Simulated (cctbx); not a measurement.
**Symmetry from intensities**

Cell: a = 5.9240 Å, b = 11.0460 Å, c = 6.4680 Å, α = 90.00°, β = 101.86°, γ = 90.00°. Expected content of the cell: Bi10 Tm2.

Simulated single-crystal data (cctbx): Cu Kα, λ = 1.54184 Å, to d = 0.8 Å, 70 % of the full sphere, strongest reflection 40000 counts, noise from counting, a 2 % proportional error and a noise floor of 2 counts (s.d.); no absorption.

Tests on the unmerged data give:

```text
2411 reflections to d = 0.800 A
centring   violations  <I/sigma> of those
    A       1096 of  1226     26.9
    B       1128 of  1222     27.7
    C       1112 of  1200     27.9
    I       1130 of  1251     27.0
    R       1476 of  1611     27.2
    F       1668 of  1824     27.5
Laue class    unique    Rint  (classes that these axes allow; Friedel mates merged)
P -1             1561   0.014
P 1 2/m 1         881   0.016
space group    extra absences  I>4sigma  <I/sigma>
P 1 2 1                 0          0         -  acentric
P 1 21 1               11          0       0.2  acentric
P 1 m 1                 0          0         -  acentric
P 1 2/m 1               0          0         -  centric
P 1 21/m 1             11          0       0.2  centric
Wilson B = 0.27 A^2   <|E^2-1|> = 0.922 (0.968 centric, 0.736 acentric)   E^2>4: 3.7 %
shell (A)         n   <I/sigma>
11.05 - 1.60    110     47.8
 1.60 - 1.27    114     45.7
 1.27 - 1.11    112     43.0
 1.11 - 1.01    107     38.3
 1.01 - 0.94    116     38.2
 0.94 - 0.88    108     35.9
 0.88 - 0.84    109     37.1
 0.84 - 0.80    105     42.9
```

**Question.** What are the lattice type, the Laue class and the likely space group?

Every centring test has many violations, so the lattice is primitive.

Rint stays low (0.014 to 0.016) up to P 1 2/m 1, the highest class in these axes.

5 settings pass the absence test. The most absences obeyed, 11, belong to P 1 21 1 and P 1 21/m 1, which absences can't tell apart.

⟨|E²−1|⟩ = 0.922 leans to a centrosymmetric structure. The Wilson B of 0.27 Å² means U ≈ 0.0034 Å².

The true group is P2_1/m (no. 11), Laue class 2/m, centrosymmetric. The tables only narrow the choice to the tied entries; cell content, site symmetry and trial solutions must settle it.

The model was made for the exercise: a known structure type with other elements put in, its volume estimated, not relaxed; displacement parameters are assumed.

[Logs are printed without paths, hosts, clocks, repeated set-up lines and the standing remarks that a program may print on its own settings, such as how far it seeks lower states.]
